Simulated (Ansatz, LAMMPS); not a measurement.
# Squeezing and shearing glassy B2O3 (85 atoms)

Aim: relax glassy B2O3 (85 atoms), then change its volume and shape to read moduli from the stress.

Calculated with Ansatz 0.2.0; Kohn-Sham DFT, PBE, PAW (set soft_2), plane waves.

## Step 1: Set-up

The cell holds 85 atoms: 34 B and 51 O. Its edges and angles: a = 10.297 Å, b = 10.297 Å, c = 10.297 Å, α = 90.0°, β = 90.0°, γ = 90.0°. 85 atoms (34 B, 51 O) placed at random at 1.8 g/cm³, melted at 3000 K for 20 ps at fixed volume with the Buckingham and Coulomb pair potential of Guillot and Sator (Geochim. Cosmochim. Acta 71, 1249 (2007)) with the boron terms of Wang et al. (J. Non-Cryst. Solids 498, 294 (2018)). Quenched from 3000 K to 300 K at 10 K/ps and fixed volume, held 5 ps.

Limits known from the start: The quench rate of 10 K/ps is orders of magnitude faster than experiment, which tends to freeze in extra defects. The network of bonds at the start is that of the classical potential that made the cell, and needn't be the one that DFT or experiment would give. Sampling is at Γ alone.

## Step 2: Single point at the start

The forces at the start show how far the geometry lies from a minimum of this functional.

input.yaml

```yaml
crystal:
  lattice:
    - [10.2971, 0.0, 0.0]
    - [0.0, 10.2971, 0.0]
    - [0.0, 0.0, 10.2971]
  atoms:
    - { symbol: B, position: [0.79601, 0.58666, 0.85421] }
    - { symbol: B, position: [0.26977, 0.79406, 0.38595] }
    - { symbol: B, position: [0.25168, 0.9168, 0.89472] }
    - { symbol: B, position: [0.03225, 0.86432, 0.76776] }
    - { symbol: B, position: [0.90635, 0.75321, 0.56053] }
    - { symbol: B, position: [0.42521, 0.9606, 0.51684] }
    - { symbol: B, position: [0.71257, 0.32957, 0.52085] }
    - { symbol: B, position: [0.07466, 0.39996, 0.19325] }
    - { symbol: B, position: [0.78262, 0.19308, 0.95537] }
    - { symbol: B, position: [0.90302, 0.58201, 0.29575] }
    - { symbol: B, position: [0.68304, 0.20043, 0.30079] }
    - { symbol: B, position: [0.87291, 0.0979, 0.64] }
    - { symbol: B, position: [0.51702, 0.09023, 0.14273] }
    - { symbol: B, position: [0.50415, 0.57732, 0.48138] }
    - { symbol: B, position: [0.54253, 0.83969, 0.23698] }
    - { symbol: B, position: [0.61027, 0.7794, 0.85877] }
    - { symbol: B, position: [0.44818, 0.68441, 0.04614] }
    - { symbol: B, position: [0.23298, 0.14048, 0.51723] }
    - { symbol: B, position: [0.22366, 0.53893, 0.02224] }
    - { symbol: B, position: [0.26174, 0.60973, 0.56332] }
    - { symbol: B, position: [0.61992, 0.22946, 0.7456] }
    - { symbol: B, position: [0.1348, 0.49443, 0.77104] }
    - { symbol: B, position: [0.66834, 0.77498, 0.46561] }
    - { symbol: B, position: [0.87574, 0.51816, 0.60983] }
    - { symbol: B, position: [0.63751, 0.96545, 0.67498] }
    - { symbol: B, position: [0.44416, 0.09458, 0.88747] }
    - { symbol: B, position: [0.65505, 0.49924, 0.2846] }
    - { symbol: B, position: [0.86266, 0.03275, 0.38438] }
    - { symbol: B, position: [0.75099, 0.42239, 0.05907] }
    - { symbol: B, position: [0.21137, 0.91937, 0.15722] }
    - { symbol: B, position: [0.0726, 0.24144, 0.69625] }
    - { symbol: B, position: [0.14747, 0.15747, 0.26028] }
    - { symbol: B, position: [0.87984, 0.9486, 0.97721] }
    - { symbol: B, position: [0.9209, 0.8379, 0.22321] }
    - { symbol: O, position: [0.16163, 0.87455, 0.80054] }
    - { symbol: O, position: [0.80002, 0.29453, 0.04727] }
    - { symbol: O, position: [0.2194, 0.69957, 0.46323] }
    - { symbol: O, position: [0.82471, 0.06906, 0.97978] }
    - { symbol: O, position: [0.51172, 0.16902, 0.79496] }
    - { symbol: O, position: [0.63629, 0.2783, 0.61789] }
    - { symbol: O, position: [0.78138, 0.51288, 0.96718] }
    - { symbol: O, position: [0.48219, 0.10614, 0.01852] }
    - { symbol: O, position: [0.98775, 0.82463, 0.64283] }
    - { symbol: O, position: [0.34577, 0.06686, 0.54457] }
    - { symbol: O, position: [0.93991, 0.8951, 0.86314] }
    - { symbol: O, position: [0.50406, 0.96583, 0.19635] }
    - { symbol: O, position: [0.71463, 0.23764, 0.84807] }
    - { symbol: O, position: [0.34381, 0.59794, 0.03454] }
    - { symbol: O, position: [0.50935, 0.74402, 0.93856] }
    - { symbol: O, position: [0.17351, 0.04721, 0.18517] }
    - { symbol: O, position: [0.74704, 0.05041, 0.66885] }
    - { symbol: O, position: [0.71494, 0.69715, 0.84994] }
    - { symbol: O, position: [0.1946, 0.15824, 0.38836] }
    - { symbol: O, position: [0.8584, 0.54166, 0.74563] }
    - { symbol: O, position: [0.94614, 0.70858, 0.25359] }
    - { symbol: O, position: [0.08483, 0.36866, 0.74807] }
    - { symbol: O, position: [0.81497, 0.41109, 0.5608] }
    - { symbol: O, position: [0.16828, 0.47104, 0.12575] }
    - { symbol: O, position: [0.76994, 0.09638, 0.31071] }
    - { symbol: O, position: [0.96041, 0.16666, 0.71317] }
    - { symbol: O, position: [0.89532, 0.08294, 0.50394] }
    - { symbol: O, position: [0.4906, 0.73624, 0.1663] }
    - { symbol: O, position: [0.08702, 0.2657, 0.2078] }
    - { symbol: O, position: [0.1748, 0.19668, 0.62438] }
    - { symbol: O, position: [0.6895, 0.29807, 0.39227] }
    - { symbol: O, position: [0.55227, 0.94897, 0.57175] }
    - { symbol: O, position: [0.16498, 0.53877, 0.89643] }
    - { symbol: O, position: [0.33925, 0.0158, 0.86203] }
    - { symbol: O, position: [0.21846, 0.83092, 0.26234] }
    - { symbol: O, position: [0.78448, 0.80149, 0.52367] }
    - { symbol: O, position: [0.66179, 0.4513, 0.15739] }
    - { symbol: O, position: [0.37747, 0.86074, 0.43664] }
    - { symbol: O, position: [0.76932, 0.56179, 0.31545] }
    - { symbol: O, position: [0.58972, 0.67717, 0.52175] }
    - { symbol: O, position: [0.55116, 0.50915, 0.37532] }
    - { symbol: O, position: [0.97902, 0.46976, 0.26167] }
    - { symbol: O, position: [0.92254, 0.62154, 0.53906] }
    - { symbol: O, position: [0.38857, 0.56194, 0.54963] }
    - { symbol: O, position: [0.89043, 0.87792, 0.09622] }
    - { symbol: O, position: [0.63454, 0.81597, 0.33759] }
    - { symbol: O, position: [0.5787, 0.18397, 0.21389] }
    - { symbol: O, position: [0.92937, 0.93458, 0.31299] }
    - { symbol: O, position: [0.23326, 0.88219, 0.02652] }
    - { symbol: O, position: [0.60463, 0.89241, 0.7823] }
    - { symbol: O, position: [0.17807, 0.56705, 0.66201] }
kpoints:
  mp_grid: { grid: [1, 1, 1] }
hamiltonian:
  xc: pbe
scf:
  occupations: { method: fermi_dirac, width: 0.025 }
output:
  forces: true
```

Command:

```sh
$ ansatz run input.yaml --threads 4 --pin off --max-ram 8192MiB --backend cpu --events-out ev --progress --plain --runs-dir out
```

Numbers of over 12 decimals in the logs are rounded to 6 here.

Output:

```text
Engine: ansatz 0.2.0, aarch64-unknown-linux-gnu
Pseudopotentials: kind: paw
Pseudopotential: B, paw, valence charge 3, recommended cutoff 420 eV (normal), B.paw.azcp
Pseudopotential: O, paw, valence charge 6, recommended cutoff 420 eV (normal), O.paw.azcp
Functional definition: PBE
  parameter kappa = 0.804
  parameter beta = 0.066725
  exchange = pbe_x(kappa = kappa, mu = beta*pi^2/3)
  correlation = pbe_c(beta = beta)
Crystal: 85 atoms, lattice volume = 1091.804 Å³
Basis set: ecut = 420 eV, 21367 PW (Γ), exchange–correlation on 144×144×144 points (8 copies of the dense FFT grid, shifted against one another)
Bands: 289, of which v1, the nominal top of the filled ones, is band 204 counted from 1 (203 counted from 0)
Symmetry: 1 space group operations
Space group: P1 (ITA 1), of the structure as read, at distance tolerance 1.0e-4 Å
k-points: 1
Non-local potential: B, projectors of the file, l = 0: 2, l = 1: 2, l = 2: 1
Non-local potential: O, projectors of the file, l = 0: 2, l = 1: 2, l = 2: 1
PAW form: soft (Blöchl's): semilocal exchange-correlation on the pseudo side does not see the compensation charge
PAW one-centre angular grid: B, 110 points (default); XC on 64 Gauss nodes
PAW one-centre angular grid: O, 110 points (default); XC on 64 Gauss nodes
Initial density: superposition of atomic densities (neutral atoms: chi_scale 0, normalization atom), corrected by the library's trained network
Initial wavefunctions: pseudopotential atomic-orbital guess
Functional: x = pbe(κ = 0.804, μ = 0.219515), c = pbe(β = 0.066725)
SCF iter   1: F=—  HF=-34301.476836 eV  |F-HF|=—  |Δ(HF+E_count)|=         —  Δρ=4.07e-3  dr2=1.45e-1  ethr=1.77e-3  ⟨swp⟩=6.0  Hψ=1239  notcnv=0  defer=53
preconditioner: auto → Resta (q_TF=auto, 2.315 Å⁻¹)  ε∞=2.9  [insulator: Δε(μ)=4.722 eV  Ē_g=16.352 eV  σ=0.025 eV  W_gap=1.00  n_scr=250 (ndim 8)  ℏωp=22.7 eV  f_vac=0.239  D(μ)=0.00/eV (n_scr^D=0)  ε∞_Penn≈2.9]
SCF iter   2: F=—  HF=-34301.480603 eV  |F-HF|=—  |Δ(HF+E_count)|=   3.77e-3  Δρ=1.83e-3  dr2=2.11e-2  ethr=3.56e-5  ⟨swp⟩=2.0  Hψ=543  notcnv=0  defer=79
SCF iter   3: F=—  HF=-34301.486973 eV  |F-HF|=—  |Δ(HF+E_count)|=   6.37e-3  Δρ=7.43e-4  dr2=5.65e-3  ethr=5.17e-6  ⟨swp⟩=2.0  Hψ=314  notcnv=0  defer=26
automatic band count: iteration 3 solves 236 bands in place of 289: the levels show a gap, and the empty bands left out lie too high to hold charge; the band table lists the bands solved (type scf.n_extra_bands for more)
SCF iter   4: F=—  HF=-34301.487947 eV  |F-HF|=—  |Δ(HF+E_count)|=   9.75e-4  Δρ=1.88e-4  dr2=3.75e-4  ethr=1.39e-6  ⟨swp⟩=2.0  Hψ=367  notcnv=0  defer=26
SCF iter   5: F=—  HF=-34301.487980 eV  |F-HF|=—  |Δ(HF+E_count)|=   3.32e-5  Δρ=8.83e-5  dr2=7.50e-5  ethr=9.20e-8  ⟨swp⟩=2.0  Hψ=382  notcnv=0  defer=26
SCF iter   6: F=—  HF=-34301.489584 eV  |F-HF|=—  |Δ(HF+E_count)|=   1.60e-3  Δρ=2.15e-5  dr2=5.79e-6  ethr=1.84e-8  ⟨swp⟩=2.0  Hψ=389  notcnv=0  defer=26
SCF iter   7: F=—  HF=-34301.489584 eV  |F-HF|=—  |Δ(HF+E_count)|=   2.55e-7  Δρ=1.11e-5  dr2=1.21e-6  ethr=1.42e-9  ⟨swp⟩=2.0  Hψ=376  notcnv=0  defer=26
SCF iter   8: F=—  HF=-34301.489584 eV  |F-HF|=—  |Δ(HF+E_count)|=   3.11e-7  Δρ=4.40e-6  dr2=1.92e-7  ethr=2.96e-10  ⟨swp⟩=2.0  Hψ=414  notcnv=0  defer=26
SCF iter   9: F=-34301.489584 eV  HF=-34301.489584 eV  |F-HF|=1.05e-8  |Δ(HF+E_count)|=   5.92e-8  Δρ=1.00e-6  dr2=1.55e-8  ethr=2.45e-11  ⟨swp⟩=4.0  Hψ=758  notcnv=0
SCF 1 converged in 9 iterations: F = -34301.489584 eV  dr2 = 1.55e-8
  greatest PAW one-centre occupation: 0.860 electrons in one spin orbital (limit 2), on the O atom at site 76 (counted from 0), in its partial waves of l = 0
SCF converged after 9 iterations
Free energy (F): -34301.489584 eV
Harris-Foulkes:  -34301.489584 eV  (|F-HF|=1.05e-8)
Internal energy: -34301.489584 eV  (E = F + TS)
E sigma→0 (E₀):  -34301.489584 eV
Fermi energy:    3.026615 eV
--- Per-component energies (eV) ---
  E_band       = -2914.903785
  E_kinetic    = 10543.518594
  E_local      = -33567.226546  (includes V_loc(G=0)·N_el)
  E_nonlocal   = 2842.971731
  E_hartree    = 12608.879347
  E_xc         = -4772.022976
  E_vxc        = -5986.420626  (∫ρ·V_xc dr)
  E_paw        = -10779.878544  (= ΣΔE_a)
  E_vpaw       = -1965.637329  (= ΣTr[D̂ρ^β])
  E_aug_tail   = 0.130805  (compensation charges beyond the density's cutoff)
  E_ewald      = -11177.861996
  E_smearing   = -0.000000  (= −TS)
  E_closure    = -0.000000  (closes the sum)
  Σ components = -34301.489584   (vs F -34301.489584, Δ=0.00e0)
--- Forces (eV/Å), atoms counted from 1 ---
  atom   1  B     -2.36289304    -0.35789322     0.33459687
  atom   2  B      0.21182391     1.57745041    -0.68723088
  atom   3  B     -1.24781766     1.59209255     1.21633925
  atom   4  B     -1.13583578    -0.15434474     0.69164455
  atom   5  B     -1.24734318     0.41878033     2.03813545
  atom   6  B     -0.71737084     0.01203783     0.05140034
  atom   7  B      0.88801610     0.08909080     0.82210649
  atom   8  B      0.19675500     1.06863026     1.02559001
  atom   9  B     -0.80058755     1.90802901    -0.14509578
  atom  10  B     -0.53398942     0.01119039    -3.08214277
  atom  11  B     -0.55400141    -2.48653650     0.51180714
  atom  12  B     -1.21273810    -0.85802808    -2.69203634
  atom  13  B      1.33976008    -1.82244243     0.94853021
  atom  14  B      1.48653202     2.00648781    -0.59797273
[...]
atom  84  O      0.39922698    -0.40260328     1.01663918
  atom  85  O      0.39970559     0.22973312    -0.41392368
  max |Σ_I F_I| component: 3.48e-5 eV/Å
```

Elapsed: 5.6 s, on 4 threads of Arm Neoverse V2, shared host; peak memory 1.2 GiB; 21 s of CPU time.

Reading the cycles: dr2 is the Hartree energy of the density residual (eV), the measure of convergence; HF is the Harris–Foulkes estimate of the energy, which meets the free energy F at convergence.

The r.m.s. force at the start is 0.89 eV/Å.

[end of part 1 of 4]

[Logs are printed without paths, hosts, clocks, repeated set-up lines and the standing remarks that a program may print on its own settings, such as how far it seeks lower states.]

[Hosts, paths, dates, database ids (printed as entryN), source tags and the programs' standing remarks are cut or masked in the printed files.]
